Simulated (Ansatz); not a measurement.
# Free carriers and the phonons of AlN (P6_3mc), part 2 of 2

Aim: how far do free carriers move the optical modes of AlN (P6_3mc)?

Ansatz 0.2.0; DFT LDA, scalar-relativistic, plane waves, PAW; PAW set soft_1.

So far: The starting structure; Relaxation. The relaxed cell has a = 3.089, c = 4.943 Å (conventional setting).

The database entry behind the starting cell differs from later determinations by our own check (inner coordinate u about 0.002 short), so it need not match the best structure at ambient conditions.

### 3. Tight relaxation

Phonons need small forces and stress, so the relaxation is finished with tight tolerances on 9×9×6 k points.

The input, input.yaml:

```yaml
crystal:
  lattice:
    - [3.0886224684, 0.0, 0.0]
    - [-1.5443112342, 2.6748255203, 0.0]
    - [0.0, 0.0, 4.9431753055]
  atoms:
    - { symbol: "N", position: [0.3333333333, 0.6666666667, 0.3809902451] }
    - { symbol: "N", position: [0.6666666667, 0.3333333333, 0.8809902451] }
    - { symbol: Al, position: [0.3333333333, 0.6666666667, -0.0009902451] }
    - { symbol: Al, position: [0.6666666667, 0.3333333333, 0.4990097549] }
kpoints:
  mp_grid: { grid: [9, 9, 6] }
hamiltonian:
  xc: lda
  pseudopotentials: { kind: paw, azcp: { folder: soft_1 }, xc_functional: pbe }
scf:
  occupations: { method: fixed }
output:
  forces: true
  stress: true
  eigenvalues: true
relax:
  adjacent_minimum: "off"
  f_tol: 0.001
  max_steps: 60
  cell: { stress_tol: 0.01 }
```

Started as:

```sh
ansatz run input.yaml --threads 4 --pin off --max-ram 16384MiB --backend cpu --events-out ev --progress --plain --runs-dir out
```

Numbers of over 12 decimals in the logs are rounded to 6 here.

Output:

```text
[...]
Crystal: 4 atoms, lattice volume = 40.838 Å³
Basis set: ecut = 420 eV, 785 PW (Γ)
Bands: 12, of which v1, the nominal top of the filled ones, is band 8 counted from 1 (7 counted from 0)
Symmetry: 12 space group operations
[...]
k-points: 48 of 486 (time reversal used)
[...]
--- Relaxed structure (1 steps of the walk, 1 accepted, 1 SCFs on fresh bases) ---
[...]
cell:  # Å, volume = 40.8382 Å³
    - [3.088622, 0.0, 0.0]
    - [-1.544311, 2.674826, 0.0]
    - [0.0, 0.0, 4.9431753055]
  atoms:
    - { symbol: N, position: [0.333333, 0.666667, 0.3809902451] }
    - { symbol: N, position: [0.666667, 0.333333, 0.880990] }
    - { symbol: Al, position: [0.333333, 0.666667, -0.0009902451] }
    - { symbol: Al, position: [0.666667, 0.333333, 0.4990097549] }
[key lines of the parts left out:]
SCF converged after 5 iterations
Free energy (F): -1779.712745 eV
Fermi energy:    7.095270 eV
P = ⅓ Tr σ = -0.0024 GPa (-0.024 kbar)
```

Elapsed: 1.8 s, on 4 threads of Arm Neoverse V1, shared host; peak memory 0.32 GiB.

Little changed from the start: no atom moved by 0.005 Å and no cell edge by 0.1 %.

The largest force component left is 0.030 meV/Å and the pressure is -0.002 GPa, within the tolerances set. The cell now holds 10.21 Å³/atom.

### 4. Relaxation of a member: no carriers

The cell of the neutral crystal is kept with no carriers. The bands are sampled on 26×26×15 points with Fermi-Dirac filling of 0.03 eV.

Changes to input.yaml since step 3:

```diff
@@ -11,3 +11,3 @@
 kpoints:
-  mp_grid: { grid: [9, 9, 6] }
+  mp_grid: { grid: [26, 26, 15] }
 hamiltonian:
@@ -16,3 +16,3 @@
 scf:
-  occupations: { method: fixed }
+  occupations: { method: fermi_dirac, width: 0.03 }
 output:
@@ -25,2 +25 @@
   max_steps: 60
-  cell: { stress_tol: 0.01 }
```

Output:

```text
[...]
--- Relaxed structure (2 steps of the walk, 2 accepted, 0 SCFs on fresh bases) ---
  F+E_penalty+E_count = -1779.71273757 eV   max|allowed force component| = 7.094e-5 eV/Å
  atoms:
    - { symbol: N, position: [0.333333, 0.666667, 0.3809902451] }
    - { symbol: N, position: [0.666667, 0.333333, 0.880990] }
    - { symbol: Al, position: [0.333333, 0.666667, -0.0009902451] }
    - { symbol: Al, position: [0.666667, 0.333333, 0.4990097549] }
[key lines of the parts left out:]
SCF converged after 7 iterations
Free energy (F): -1779.712738 eV
Fermi energy:    9.340044 eV
P = ⅓ Tr σ = -0.0026 GPa (-0.026 kbar)
```

Elapsed: 15 s, on 4 threads; peak memory 0.64 GiB.

Hardly anything moved in the relaxation; the energy changed by under 0.2 meV an atom.

The largest force component left is 0.075 meV/Å.

### 5. Modes of this member: no carriers

The force constants come from the linear response of the density to a displacement.

The zone-centre modes follow for no carriers.

Changes to input.yaml since step 4:

```diff
@@ -18,8 +18,4 @@
 output:
-  forces: true
-  stress: true
   eigenvalues: true
-relax:
-  adjacent_minimum: "off"
-  f_tol: 0.001
-  max_steps: 60
+phonons:
+  method: dfpt
```

Output:

```text
[...]
Crystal: 4 atoms, lattice volume = 40.838 Å³
Basis set: ecut = 420 eV, 785 PW (Γ), exchange–correlation on 48×48×72 points (8 copies of the dense FFT grid, shifted against one another)
Bands: 12, of which v1, the nominal top of the filled ones, is band 8 counted from 1 (7 counted from 0)
Symmetry: 12 space group operations
k-points: 2640 of 10140 (irreducible under 2 space group operations, time reversal used)
[...]
SCF iter   1: F=—  HF=-1782.778135 eV  |F-HF|=—  |Δ(HF+E_count)|=         —  Δρ=1.38e-1  dr2=9.31e0  ethr=3.10e-3  ⟨swp⟩=5.7  Hψ=203185  notcnv=0
[...]
SCF iter   8: F=-1779.712738 eV  HF=-1779.712738 eV  |F-HF|=1.14e-12  |Δ(HF+E_count)|=  1.14e-10  Δρ=9.77e-8  dr2=2.80e-12  ethr=1.00e-12  ⟨swp⟩=3.9  Hψ=137333  notcnv=0
SCF 1 converged in 8 iterations: F = -1779.712738 eV  dr2 = 2.80e-12
[...]
DFPT response loops at Γ: preconditioner auto → none (the input reference at scf.mixing.eps_inf says where Resta's filter doesn't serve); β = 0.50; Broyden in place of MSR1
SCF converged after 8 iterations
Free energy (F): -1779.712738 eV
[...]
Internal energy: -1779.712738 eV  (E = F + TS)
E sigma→0 (E₀):  -1779.712738 eV
Fermi energy:    9.340043 eV
[...]
--- Band table (eV; the first three rows and the last of 2640) ---
  k-point 0: bands = [... 4 lower, 6.2090, 6.8672, 6.8672, 7.0952, 11.5110, 13.8318, 17.7538, 18.2026]
  k-point 1: bands = [... 4 lower, 6.2158, 6.8596, 6.8596, 6.9899, 11.5973, 13.8451, 17.7223, 18.1949]
  k-point 2: bands = [... 4 lower, 6.2358, 6.6976, 6.8370, 6.8370, 11.8318, 13.8817, 17.6339, 18.1780]
  k-point 2639: bands = [... 4 lower, 3.6614, 4.1345, 5.2334, 5.6910, 12.7589, 14.8251, 15.9802, 16.8803]
--- Phonons (Γ-DFPT): 4 representative perturbations + reference, on 2640 of 10140 k-points (Σ response iterations 12) ---
  k mesh reduced under 2 symmetry operations, with k and −k counted as one. Each operation leaves every solved perturbation unchanged. A smaller set is not used because it would not reduce the number of displacements times k-points to solve
  ASR residual: 5.945e-6 → 0.000e0 eV/Å²; symmetrization residual: 3.943e-6 eV/Å²
  ASR residual per site (eV/Å²): 5.95e-6 5.95e-6 5.60e-6 5.60e-6
  Γ frequencies (cm⁻¹): 0.00 0.00 0.00 239.53 239.53 553.56 620.93 667.53 667.53 678.90 678.90 729.81
  non-analytic LO–TO correction: not included (Born effective charges unavailable; polar crystals: no LO–TO splitting at Γ)
```

Elapsed: 2.3 min, on 4 threads; peak memory 3.9 GiB.

Numbers from this step:

| Item | Value |
| --- | --- |
| sum-rule residual before enforcement | 5.95e-6 eV/Å² |
| point group | 6mm |
| highest optical mode at the zone centre (no LO-TO term) | 729.8 cm⁻¹ |
| lowest optical zone-centre mode | 239.5 cm⁻¹ |

Without the LO-TO term. Patterns of degenerate modes are one choice out of their space. The modes at Γ (shares of kinetic energy by element, %):

| mode | frequency (cm⁻¹) | symmetry | N % | Al % |
| --- | --- | --- | --- | --- |
| 1 | 0.0 | acoustic | 34 | 66 |
| 2 | 0.0 | acoustic | 34 | 66 |
| 3 | 0.0 | acoustic | 34 | 66 |
| 4 | 239.5 | E2 | 29 | 71 |
| 5 | 239.5 | E2 | 29 | 71 |
| 6 | 553.6 | B1 | 0 | 100 |
| 7 | 620.9 | A1 | 66 | 34 |
| 8 | 667.5 | E2 | 71 | 29 |
| 9 | 667.5 | E2 | 71 | 29 |
| 10 | 678.9 | E1 | 66 | 34 |
| 11 | 678.9 | E1 | 66 | 34 |
| 12 | 729.8 | B1 | 100 | 0 |

Displacements in mode 5 (239.5 cm⁻¹), the largest set to 1:
```
N1   0.00  0.89  0.00
N2   0.00 -0.89  0.00
Al3  0.00 -1.00  0.00
Al4  0.00  1.00  0.00
```

Displacements in mode 7 (620.9 cm⁻¹), the largest set to 1:
```
N1   0.00  0.00  1.00
N2   0.00  0.00  1.00
Al3  0.00  0.00 -0.52
Al4  0.00  0.00 -0.52
```

Without the LO-TO term the lowest optical mode is real, 240 cm⁻¹, and the highest lies at 729.8 cm⁻¹.

### 6. A member of the series: 15 × 10²⁰ holes per cm³

The cell of the neutral crystal is kept with 15 × 10²⁰ holes per cm³, balanced by a uniform background. The bands are sampled on 26×26×15 points with Fermi-Dirac filling of 0.03 eV.

Changes to input.yaml since step 5:

```diff
@@ -10,2 +10,3 @@
     - { symbol: Al, position: [0.6666666667, 0.3333333333, 0.4990097549] }
+total_charge: 0.061257
 kpoints:
@@ -18,4 +19,8 @@
 output:
+  forces: true
+  stress: true
   eigenvalues: true
-phonons:
-  method: dfpt
+relax:
+  adjacent_minimum: "off"
+  f_tol: 0.001
+  max_steps: 60
```

Output:

```text
[...]
Crystal: 4 atoms, lattice volume = 40.838 Å³
Basis set: ecut = 420 eV, 785 PW (Γ)
Bands: 12, of which v1, the nominal top of the filled ones, is band 8 counted from 1 (7 counted from 0)
Symmetry: 12 space group operations
[...]
k-points: 560 of 10140 (time reversal used)
[...]
--- Relaxed structure (4 steps of the walk, 4 accepted, 0 SCFs on fresh bases) ---
  F+E_penalty+E_count = -1780.13846704 eV   max|allowed force component| = 6.312e-4 eV/Å
  atoms:
    - { symbol: N, position: [0.333333, 0.666667, 0.381520] }
    - { symbol: N, position: [0.666667, 0.333333, 0.881520] }
    - { symbol: Al, position: [0.333333, 0.666667, -0.00152047] }
    - { symbol: Al, position: [0.666667, 0.333333, 0.498480] }
[key lines of the parts left out:]
SCF converged after 6 iterations
Free energy (F): -1780.138467 eV
Fermi energy:    6.853644 eV
P = ⅓ Tr σ = 1.6307 GPa (16.307 kbar)
```

Elapsed: 28 s, on 4 threads; peak memory 0.65 GiB.

Hardly anything moved in the relaxation; the energy changed by under 0.2 meV an atom.

The largest force component left is 0.64 meV/Å.

### 7. Zone-centre modes of the member: 15 × 10²⁰ holes per cm³

The zone-centre modes follow for 15 × 10²⁰ holes per cm³.

input.yaml, the sections that differ from step 6:

```yaml
crystal:
  lattice:
    - [3.0886224684, 0.0, 0.0]
    - [-1.5443112342, 2.6748255203, 0.0]
    - [0.0, 0.0, 4.9431753055]
  atoms:
    - { symbol: "N", position: [0.3333333333, 0.6666666667, 0.3815204698] }
    - { symbol: "N", position: [0.6666666667, 0.3333333333, 0.8815204698] }
    - { symbol: Al, position: [0.3333333333, 0.6666666667, -0.0015204698] }
    - { symbol: Al, position: [0.6666666667, 0.3333333333, 0.4984795302] }
output:
  eigenvalues: true
phonons:
  method: dfpt
# total_charge, kpoints, hamiltonian, scf: as in step 6
# relax: removed
```

Output:

```text
[...]
Crystal: 4 atoms, lattice volume = 40.838 Å³
Basis set: ecut = 420 eV, 785 PW (Γ), exchange–correlation on 48×48×72 points (8 copies of the dense FFT grid, shifted against one another)
Bands: 12, of which v1, the nominal top of the filled ones, is band 8 counted from 1 (7 counted from 0)
Symmetry: 12 space group operations
k-points: 2640 of 10140 (irreducible under 2 space group operations, time reversal used)
[...]
k-point 1: bands = [... 4 lower, 6.1860, 6.8278, 6.8278, 6.9630, 11.5998, 13.8606, 17.7188, 18.2155]
  k-point 2: bands = [... 4 lower, 6.2060, 6.6723, 6.8053, 6.8053, 11.8335, 13.8970, 17.6307, 18.1987]
  k-point 2639: bands = [... 4 lower, 3.6470, 4.1213, 5.2138, 5.6672, 12.7916, 14.8336, 15.9707, 16.8795]
[...]
ASR residual: 1.397e-5 → 0.000e0 eV/Å²; symmetrization residual: 3.737e-6 eV/Å²
  ASR residual per site (eV/Å²): 1.40e-5 1.40e-5 5.02e-6 5.02e-6
[...]
[key lines of the parts left out:]
SCF converged after 8 iterations
Free energy (F): -1780.138467 eV
Fermi energy:    6.853644 eV
```

It took 2.4 min on 4 threads; peak memory 3.9 GiB; 9 min of CPU time.

This step gave:

```yaml
sum_rule_residual_before_enforcement: 1.40e-5 eV/Å²
highest_optical_mode_at_the_zone_centre_no_lo_to_term: 722.2 cm⁻¹
lowest_optical_zone_centre_mode: 232.3 cm⁻¹
```

Without the LO-TO term. Patterns of degenerate modes are one choice out of their space. Modes at Γ, with each element's share of the kinetic energy:

| mode | frequency (cm⁻¹) | symmetry | N % | Al % |
| --- | --- | --- | --- | --- |
| 1 | 0.0 | acoustic | 34 | 66 |
| 2 | 0.0 | acoustic | 34 | 66 |
| 3 | 0.0 | acoustic | 34 | 66 |
| 4 | 232.3 | E2 | 29 | 71 |
| 5 | 232.3 | E2 | 29 | 71 |
| 6 | 541.8 | B1 | 0 | 100 |
| 7 | 585.7 | A1 | 66 | 34 |
| 8 | 667.4 | E2 | 71 | 29 |
| 9 | 667.4 | E2 | 71 | 29 |
| 10 | 673.1 | E1 | 66 | 34 |
| 11 | 673.1 | E1 | 66 | 34 |
| 12 | 722.2 | B1 | 100 | 0 |

Without the LO-TO term the lowest optical mode is real, 232 cm⁻¹, and the highest lies at 722.2 cm⁻¹.

### 8. A check on a coarser mesh: 2 × 10²⁰ holes per cm³

To see what the mesh is worth, the run for 2 × 10²⁰ holes per cm³ is repeated on 21×21×12 points.

input.yaml, the sections that differ from step 7:

```yaml
crystal:
  lattice:
    - [3.0886224684, 0.0, 0.0]
    - [-1.5443112342, 2.6748255203, 0.0]
    - [0.0, 0.0, 4.9431753055]
  atoms:
    - { symbol: "N", position: [0.3333333333, 0.6666666667, 0.3810822739] }
    - { symbol: "N", position: [0.6666666667, 0.3333333333, 0.8810822739] }
    - { symbol: Al, position: [0.3333333333, 0.6666666667, -0.0010822739] }
    - { symbol: Al, position: [0.6666666667, 0.3333333333, 0.4989177261] }
total_charge: 0.008168
kpoints:
  mp_grid: { grid: [21, 21, 12] }
# hamiltonian, scf, output, phonons: as in step 7
```

Output:

```text
[...]
Crystal: 4 atoms, lattice volume = 40.838 Å³
Basis set: ecut = 420 eV, 785 PW (Γ), exchange–correlation on 48×48×72 points (8 copies of the dense FFT grid, shifted against one another)
Bands: 12, of which v1, the nominal top of the filled ones, is band 8 counted from 1 (7 counted from 0)
Symmetry: 12 space group operations
k-points: 1397 of 5292 (irreducible under 2 space group operations, time reversal used)
[...]
k-point 1: bands = [... 4 lower, 6.2155, 6.8510, 6.8510, 6.9290, 11.6443, 13.8546, 17.7047, 18.1939]
  k-point 2: bands = [... 4 lower, 6.2465, 6.4944, 6.8162, 6.8162, 11.9886, 13.9083, 17.5739, 18.1736]
  k-point 1396: bands = [... 4 lower, 4.2183, 4.2183, 6.0570, 6.0570, 13.6673, 13.6673, 16.2439, 16.2439]
[...]
ASR residual: 9.244e-6 → 0.000e0 eV/Å²; symmetrization residual: 4.224e-6 eV/Å²
  ASR residual per site (eV/Å²): 9.24e-6 9.24e-6 1.62e-6 1.62e-6
[...]
[key lines of the parts left out:]
SCF converged after 8 iterations
Free energy (F): -1779.770582 eV
Fermi energy:    7.035439 eV
```

Wall time 74 s (4 threads); peak memory 2.2 GiB; 4.8 min of CPU time.

This step gave:

```yaml
sum_rule_residual_before_enforcement: 9.24e-6 eV/Å²
highest_optical_mode_at_the_zone_centre_no_lo_to_term: 728.8 cm⁻¹
lowest_optical_zone_centre_mode: 238.8 cm⁻¹
```

The highest mode comes at 728.8 cm⁻¹, against 728.8 cm⁻¹ on 26×26×15 points.

### 9. A check on a coarser mesh: 10 × 10²⁰ holes per cm³

To see what the mesh is worth, the run for 10 × 10²⁰ holes per cm³ is repeated on 21×21×12 points.

input.yaml, the sections that differ from step 8:

```yaml
crystal:
  lattice:
    - [3.0886224684, 0.0, 0.0]
    - [-1.5443112342, 2.6748255203, 0.0]
    - [0.0, 0.0, 4.9431753055]
  atoms:
    - { symbol: "N", position: [0.3333333333, 0.6666666667, 0.3813987829] }
    - { symbol: "N", position: [0.6666666667, 0.3333333333, 0.8813987829] }
    - { symbol: Al, position: [0.3333333333, 0.6666666667, -0.0013987829] }
    - { symbol: Al, position: [0.6666666667, 0.3333333333, 0.4986012171] }
total_charge: 0.040838
# kpoints, hamiltonian, scf, output, phonons: as in step 8
```

Output:

```text
[...]
Crystal: 4 atoms, lattice volume = 40.838 Å³
Basis set: ecut = 420 eV, 785 PW (Γ), exchange–correlation on 48×48×72 points (8 copies of the dense FFT grid, shifted against one another)
Bands: 12, of which v1, the nominal top of the filled ones, is band 8 counted from 1 (7 counted from 0)
Symmetry: 12 space group operations
k-points: 1397 of 5292 (irreducible under 2 space group operations, time reversal used)
[...]
k-point 1: bands = [... 4 lower, 6.1995, 6.8340, 6.8340, 6.9150, 11.6456, 13.8631, 17.7031, 18.2051]
  k-point 2: bands = [... 4 lower, 6.2305, 6.4816, 6.7992, 6.7992, 11.9895, 13.9166, 17.5726, 18.1848]
  k-point 1396: bands = [... 4 lower, 4.2115, 4.2115, 6.0441, 6.0441, 13.6739, 13.6739, 16.2459, 16.2459]
[...]
ASR residual: 6.906e-6 → 0.000e0 eV/Å²; symmetrization residual: 4.187e-6 eV/Å²
  ASR residual per site (eV/Å²): 6.91e-6 6.91e-6 3.92e-6 3.92e-6
[...]
[key lines of the parts left out:]
SCF converged after 8 iterations
Free energy (F): -1779.998034 eV
Fermi energy:    6.906912 eV
```

The job ended after 75 s (4 threads; peak memory 2.2 GiB; 4.8 min of CPU time).

This step gave:

```
sum-rule residual before enforcement                    : 6.91e-6 eV/Å²
highest optical mode at the zone centre (no LO-TO term) : 724.6 cm⁻¹
lowest optical zone-centre mode                         : 235.3 cm⁻¹
```

The highest mode comes at 724.6 cm⁻¹, against 724.5 cm⁻¹ on 26×26×15 points.

### 10. The series together

The members are set side by side, also those not shown above.

Electrons count positive and holes negative; without the LO-TO term; modes are tracked from the neutral crystal by their patterns, and those within 0.3 cm⁻¹ of each other stand once; the cell of the neutral crystal is kept and the atoms are relaxed where symmetry leaves them free; all runs use 26×26×15 k points and Fermi-Dirac smearing of 0.03 eV. Optical modes along the series:

| carriers (10²⁰ cm⁻³) | mode 4 E2 (cm⁻¹) | mode 6 B1 (cm⁻¹) | mode 7 A1 (cm⁻¹) | mode 8 E2 (cm⁻¹) | mode 10 E1 (cm⁻¹) | mode 12 B1 (cm⁻¹) |
| --- | --- | --- | --- | --- | --- | --- |
| -15 | 232.3 | 541.8 | 585.7 | 667.4 | 673.1 | 722.2 |
| -10 | 235.2 | 547.3 | 600.5 | 668.6 | 675.4 | 724.5 |
| -6 | 237.2 | 550.4 | 611.8 | 668.6 | 676.8 | 726.6 |
| -4 | 238 | 551.6 | 615.7 | 668.4 | 677.4 | 727.7 |
| -2 | 238.8 | 552.6 | 618.6 | 668 | 678.1 | 728.8 |
| -1 | 239.2 | 553.1 | 619.8 | 667.8 | 678.5 | 729.3 |
| 0 | 239.5 | 553.6 | 620.9 | 667.5 | 678.9 | 729.8 |

### 11. Outcome

```
members                          : 7
mode that changes most, in cm⁻¹  : mode 7 A1
its frequency without carriers   : 620.93 cm⁻¹
its frequency at -15 × 10²⁰ cm⁻³ : 585.72 cm⁻¹
```

**Reading.** At 15 × 10²⁰ holes per cm³ the largest change in cm⁻¹ is that of mode 7 A1, -35.21 cm⁻¹ from 620.93 cm⁻¹. At 2 and 10 × 10²⁰ cm⁻³ the coarser mesh moves the optical modes by up to 0.45 cm⁻¹, a measure of the error left by the mesh there. The response is adiabatic: the carriers follow the ions at once. Where they cannot, as for a zone-centre mode faster than their scattering, measured shifts differ, and line shapes are not given here. The background stands for dopants without their size, scattering or local bonds, and the cell is that of the neutral crystal, although carriers also change the volume at rest, which would shift the modes as well. Spin-orbit coupling, which splits the valence bands that hold the holes, is left out. In a polar crystal the carriers also screen the field of the longitudinal modes, often the largest effect; only modes without that field are treated here. These are harmonic frequencies of a static lattice, with warm electrons: anharmonic shifts, linewidths and thermal expansion are left out. The PAW files were made for PBE; the program adapts parts of them to the functional of the run, but their partial waves stay those of PBE, an approximation that was not tested in this session. Only the zone centre was solved, so an instability at another wavevector cannot show here.

[Logs are printed without paths, hosts, clocks, repeated set-up lines and the standing remarks that a program may print on its own settings, such as how far it seeks lower states.]

[Hosts, paths, dates, database ids (printed as entryN), source tags and the programs' standing remarks are cut or masked in the printed files.]
